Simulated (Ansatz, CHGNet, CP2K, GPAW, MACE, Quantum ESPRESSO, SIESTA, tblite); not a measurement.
**tblite on glassy 77ZrO2-23SiO2 (mol %) (90 atoms): settings against a plane-wave reference**

Aim: run glassy 77ZrO2-23SiO2 (mol %) (90 atoms) in tblite and see how near its forces come to a plane-wave reference, and at what cost.

Calculated with tblite 0.8.0; the method is named at each step.

## 1. Starting point

The cell holds 90 atoms: 23 Zr, 7 Si and 60 O. Cell: a = 10.551 Å, b = 10.551 Å, c = 10.551 Å, α = 90.0°, β = 90.0°, γ = 90.0°. 90 atoms (23 Zr, 7 Si, 60 O) placed at random at 4.39 g/cm³, melted at 4000 K for 10 ps at fixed volume with the Morse and Coulomb pair potential with partial charges (Pedone, Malavasi, Menziani, Cormack and Segre, J. Phys. Chem. B 110, 11780 (2006)). Quenched from 1800 K to 300 K at 50 K/ps and fixed volume, held 10 ps at zero pressure, then minimised at fixed cell. Then every atom was moved at random, 0.03 Å r.m.s. a Cartesian component.

The yardstick, on the same geometry:

| Item | Value |
| --- | --- |
| method | Kohn-Sham DFT, PBE, SSSP efficiency 1.3.0 pseudopotentials, plane waves (Quantum ESPRESSO 7.5); sssp-pbe-1.3.0-efficiency, cutoffs 60/480 Ry, Γ point |
| r.m.s. force component | 1.335 eV/Å |
| longest force | 7.467 eV/Å |
| pressure | 2.401 GPa |
| gap (highest filled to lowest empty level) | 3.207 eV |
| time | 4.2 min on 4 MPI ranks of Arm Neoverse V1, shared host |
| CPU time | 17 min |

## 2. GFN1-xTB

Method: GFN1-xTB tight binding, diagonalisation.

The input, run.py:

```python
import numpy as np
from ase.io import read
from tblite.ase import TBLite

atoms = read("structure.xyz")
atoms.calc = TBLite(method="GFN1-xTB", electronic_temperature=580, accuracy=1.0, max_iterations=250, mixer_damping=0.4, verbosity=1)
energy = atoms.get_potential_energy()
forces = atoms.get_forces()
print(f"energy {energy:.6f} eV")
print("forces (eV/A)")
for i, (a, f) in enumerate(zip(atoms, forces)):
    print(f"{i:4d} {a.symbol:2s} {f[0]:10.5f} {f[1]:10.5f} {f[2]:10.5f}")
stress = -atoms.get_stress(voigt=False) * 160.21766
print("stress (GPa, compression positive)")
for row in stress:
    print(" ".join(f"{x:10.4f}" for x in row))
print("charges (e)")
print(np.array2string(atoms.get_charges(), precision=4, suppress_small=True, max_line_width=110, threshold=100000))
```

The input, structure.xyz:

```xyz
90
Lattice="10.55091 0.00000 0.00000 0.00000 10.55091 0.00000 0.00000 0.00000 10.55091" Properties=species:S:1:pos:R:3 pbc="T T T"
Zr 1.36560 6.98196 1.93947
Zr 10.29463 2.10638 3.37925
Zr 2.44232 5.41346 5.24612
Zr 4.57667 6.88816 2.91258
Zr 0.90970 10.43295 1.19384
Zr 6.65488 6.36146 5.46115
Zr 4.04448 6.47256 7.92468
Zr 9.95510 3.73323 6.62059
Zr 9.71412 7.46540 6.57068
Zr 9.76993 7.89176 10.17350
Zr 6.86231 8.69268 7.86908
Zr 3.83779 4.46388 0.57650
Zr 4.07497 8.87363 10.45901
Zr 4.51579 9.79800 5.33749
Zr 8.30462 0.48640 5.75056
Zr 1.82109 8.86287 7.54559
Zr 8.50762 6.37834 2.94571
Zr 4.87610 1.07271 7.93312
Zr 0.61828 4.10874 0.43586
Zr 6.40693 6.43067 10.43158
Zr 10.24757 1.51690 8.88904
Zr 8.15701 3.61791 0.39070
Zr 6.72283 9.11852 2.60407
Si 4.33632 2.43093 4.61138
Si 2.43631 3.44835 8.17833
Si 0.96277 9.66843 4.57371
Si 6.73792 4.26732 7.81126
Si 7.24162 3.26097 3.64017
Si 3.27205 1.27866 2.05110
Si 8.45212 0.44071 0.72664
O 7.75808 6.87160 7.26103
O 10.32607 0.35683 4.65010
O 0.34143 3.31868 4.80003
O 8.40981 1.67506 10.23850
O 6.53281 0.09791 6.94988
O 9.23890 1.75208 7.06763
O 3.30750 7.42594 1.29312
O 5.44026 7.72749 8.93662
O 4.65369 5.89543 4.77355
O 9.83187 3.46735 1.73784
O 4.54438 1.35484 5.81482
O 3.00226 10.45120 1.13538
O 6.57111 7.09981 3.39359
O 4.14725 1.40000 3.39739
O 0.07850 7.79121 8.36044
O 0.10298 6.13398 0.37160
O 2.78280 7.17947 6.55845
O 8.57557 8.13475 1.86224
O 0.20152 5.70256 6.34405
O 5.69390 8.17801 6.21828
O 4.61085 5.37970 9.66368
O 0.94410 2.97842 7.78341
O 7.03081 4.69178 9.42112
O 9.52009 10.07506 10.35044
O 2.27119 4.11032 9.69797
O 8.67897 9.36214 6.89523
[... 30 atom lines left out ...]
O 2.48569 10.05407 4.94247
O 5.71237 5.26311 7.16839
O 3.74336 9.96027 7.26662
O 0.99105 10.53793 8.34260
```

On the command line:

```console
$ OMP_NUM_THREADS=1 python run.py > output.txt
```

The log of the run:

```text
------------------------------------------------------------
  cycle        total energy    energy error   density error
------------------------------------------------------------
      1     -262.7613816017  -2.6338430E+02   1.3346976E+00
      2      106.9376974310   3.6969908E+02   3.5780845E+00
      3     -295.1763764896  -4.0211407E+02   9.5849895E-01
      4     -314.9394719989  -1.9763096E+01   5.8743423E-01
      5     -323.5404688357  -8.6009968E+00   4.1992005E-01
      6     -329.6830184752  -6.1425496E+00   2.2758731E-01
      7     -332.2178868805  -2.5348684E+00   3.8874069E-02
      8     -332.2873396075  -6.9452727E-02   1.6753377E-02
      9     -332.2975567727  -1.0217165E-02   6.2480843E-03
     10     -332.2984646790  -9.0790624E-04   3.9105068E-03
     11     -332.2991520150  -6.8733602E-04   7.0716000E-04
     12     -332.2991630930  -1.1078019E-05   4.9028947E-04
     13     -332.2991729927  -9.8997441E-06   1.1907735E-04
     14     -332.2991721260   8.6671139E-07   1.6974897E-04
     15     -332.2991732755  -1.1494657E-06   5.7656175E-05
     16     -332.2991734290  -1.5352873E-07   7.5227371E-06
------------------------------------------------------------
 total:                                   4.845 sec
energy -9042.321084 eV
forces (eV/A)
   0 Zr   -0.34870   -0.22350    0.73679
   1 Zr    0.68359    0.19748    0.42403
   2 Zr    0.66107    0.45848   -0.95901
   3 Zr   -0.96385   -0.59055    0.64834
   4 Zr   -0.28183    1.12093    0.42348
   5 Zr   -0.46506   -0.31195    0.64824
   6 Zr    0.39738   -0.43425    0.29593
   7 Zr    0.40460    0.33052   -1.43229
   8 Zr   -1.25684   -0.95906   -0.91315
   9 Zr   -0.04480   -0.33202   -0.10308
  10 Zr    0.46861    0.25959   -0.62335
  11 Zr   -0.92180   -1.19968    1.14825
  12 Zr    0.63793    0.54267    0.11445
  13 Zr   -0.35885    0.72302   -0.65391
  14 Zr   -0.78983   -1.01960    0.14118
  15 Zr    0.64333    1.55250    0.86073
  16 Zr    2.24857    0.84430   -0.71990
  17 Zr    1.36542   -0.42978    0.82086
  18 Zr    0.58340    0.25644   -0.04732
  19 Zr    0.43113   -0.06246    0.06590
  20 Zr    1.02582   -0.87514    0.75024
  21 Zr   -0.68831    0.45543   -0.26958
  22 Zr    0.86593    0.90283    0.65292
  23 Si    0.54178   -0.24521    2.20914
[...]
82 O     0.63857    0.20413   -0.29021
  83 O    -0.12954   -0.05363    0.40740
  84 O    -0.18236    0.49265   -0.12449
  85 O     0.05618    0.55160    0.57651
  86 O     1.07996    0.30649   -0.24516
  87 O    -2.32258    2.26020   -1.12449
  88 O    -0.54258   -0.46468   -0.01642
  89 O    -0.26758   -0.21851   -0.47762
stress (GPa, compression positive)
    6.0465     1.0260     0.0619
    1.0260     3.1098     0.0775
    0.0619     0.0775     5.6013
charges (e)
[ 0.9783  0.9693  1.0101  0.9911  0.9756  1.01    1.0281  0.9733  0.9706  0.9908  1.0124  0.9152  0.9914
  0.9978  0.9708  0.9975  0.9632  0.9244  0.9762  1.0415  0.9771  0.9804  0.9771  0.5331  0.5523  0.5402
  0.5357  0.5342  0.5479  0.5555 -0.5009 -0.3969 -0.4796 -0.3811 -0.496  -0.4946 -0.515  -0.4963 -0.5043
 -0.482  -0.3757 -0.3711 -0.4983 -0.231  -0.487  -0.4916 -0.5042 -0.5202 -0.5035 -0.5038 -0.4841 -0.3621
 -0.3949 -0.4028 -0.4    -0.5103 -0.5033 -0.4959 -0.3513 -0.4007 -0.3292 -0.3581 -0.4899 -0.5256 -0.3562
 -0.4844 -0.4009 -0.4871 -0.5061 -0.4839 -0.4693 -0.3757 -0.3762 -0.398  -0.3296 -0.4869 -0.403  -0.5026
 -0.39   -0.357  -0.3532 -0.5069 -0.2345 -0.4977 -0.487  -0.5164 -0.388  -0.3763 -0.5104 -0.5022]
```

Run time: 5.5 s. Hardware: 1 thread of Arm Neoverse V1, shared host; peak memory 0.12 GiB.

Banners, paths, timers and routine set-up lines are dropped from the logs unmarked, and long logs keep their key lines alone; longer cuts are marked.

Numbers from this run, and their distance from the reference:

```
r.m.s. force component                  : 1.159 eV/Å
r.m.s. difference of force components   : 574.3 meV/Å
longest difference of force vectors     : 2625 meV/Å
force difference over r.m.s. force      : 43.01 %
slope of forces against the reference's : 0.7841
correlation of force components         : 0.9035
pressure                                : 4.919 GPa
pressure difference                     : 2.518 GPa
```

Length of the force difference by element (eV/Å):

| element | atoms | mean | most |
| --- | --- | --- | --- |
| O | 60 | 0.70 | 2.0 |
| Si | 7 | 1.6 | 2.6 |
| Zr | 23 | 1.0 | 2.5 |

Local excerpt of 14 atoms (numbers count through the whole input) about Zr12, which has 5 bonded neighbours where the commonest count for Zr is 6; x, y, z are measured from there.

| atom | x | y | z | distance (Å) | bonds | Mulliken charge (e) | Fx | Fy | Fz (eV/Å) |
| --- | --- | --- | --- | --- | --- | --- | --- | --- | --- |
| Zr12 | 0.00 | 0.00 | 0.00 | 0.00 | 5 | 0.92 | -0.92 | -1.20 | 1.15 |
| O51 | 0.77 | 0.92 | -1.46 | 1.89 | 3 | -0.48 | -0.47 | 0.81 | -0.84 |
| O70 | 1.33 | 0.98 | 1.00 | 1.93 | 3 | -0.48 | -0.21 | -0.06 | 0.55 |
| O68 | -1.69 | 0.48 | 1.04 | 2.04 | 3 | -0.49 | 0.30 | -0.41 | -0.68 |
| O65 | -0.17 | -1.95 | 0.60 | 2.05 | 2 | -0.36 | 0.91 | 1.26 | -1.26 |
| O55 | -1.57 | -0.35 | -1.43 | 2.15 | 3 | -0.40 | -0.67 | 0.31 | 0.62 |
| O37 | -0.53 | 2.96 | 0.72 | 3.09 | 3 | -0.52 | -0.15 | 0.57 | 0.05 |
| Zr19 | -3.22 | -0.36 | -0.14 | 3.24 | 6 | 0.98 | 0.58 | 0.26 | -0.05 |
| Zr20 | 2.57 | 1.97 | -0.70 | 3.31 | 7 | 1.04 | 0.43 | -0.06 | 0.07 |
| Si25 | -1.40 | -1.02 | -2.95 | 3.42 | 4 | 0.55 | -2.70 | 3.88 | 1.04 |
| Zr4 | 0.74 | 2.42 | 2.34 | 3.45 | 7 | 0.99 | -0.96 | -0.59 | 0.65 |
| O61 | -0.45 | -2.14 | -2.73 | 3.50 | 2 | -0.33 | 3.56 | -4.34 | -0.06 |
| Si29 | -0.57 | -3.19 | 1.47 | 3.56 | 4 | 0.55 | -3.34 | -0.79 | -0.89 |
| O53 | 3.19 | 0.23 | -1.71 | 3.63 | 3 | -0.39 | 0.90 | 0.12 | 0.31 |

Atoms are counted from 1 here, from 0 in the log.

Forces lie 43 % from the reference's, at 0.0055 times its CPU time (on 1 against 4 cores).

## 3. Outcome

```
force difference from the reference : tblite GFN1-xTB, 43 %
its CPU time                        : 5.5 s
```

In words: Tight binding differs by 43 % (tblite GFN1-xTB); it is another model, with fitted parameters of its own, and the xTB methods hold dispersion. One electronic-structure run takes under half the reference's CPU time: tblite GFN1-xTB, at 43 % in 5.5 s against 17 min; its pressure misses by +2.5 GPa. Periodic xTB results under one method name differ between programs and library versions. The reference's pressure holds the uncorrected Pulay stress of its 60 Ry basis, so small pressure differences, and their order, may be the reference's own error. The quench rate of 50 K/ps is many orders above laboratory rates, so the cell is likely richer in defects and strain than a real sample. The network of bonds at the start is that of the classical potential that made the cell, and needn't be the one that DFT or experiment would give. The reference's pressure of 2.4 GPa belongs to a cell and atoms that aren't relaxed at this level. The electronic-structure runs sample only Γ, in a cell whose shortest periodic width is 11 Å.

[Also dropped from logs without a mark: logging warnings of Python, and SIESTA's first energy breakdown and zero terms.]

[Logs are printed without paths, hosts, clocks, repeated set-up lines and the standing remarks that a program may print on its own settings, such as how far it seeks lower states.]

[Hosts, paths, dates, database ids (printed as entryN), source tags and the programs' standing remarks are cut or masked in the printed files.]
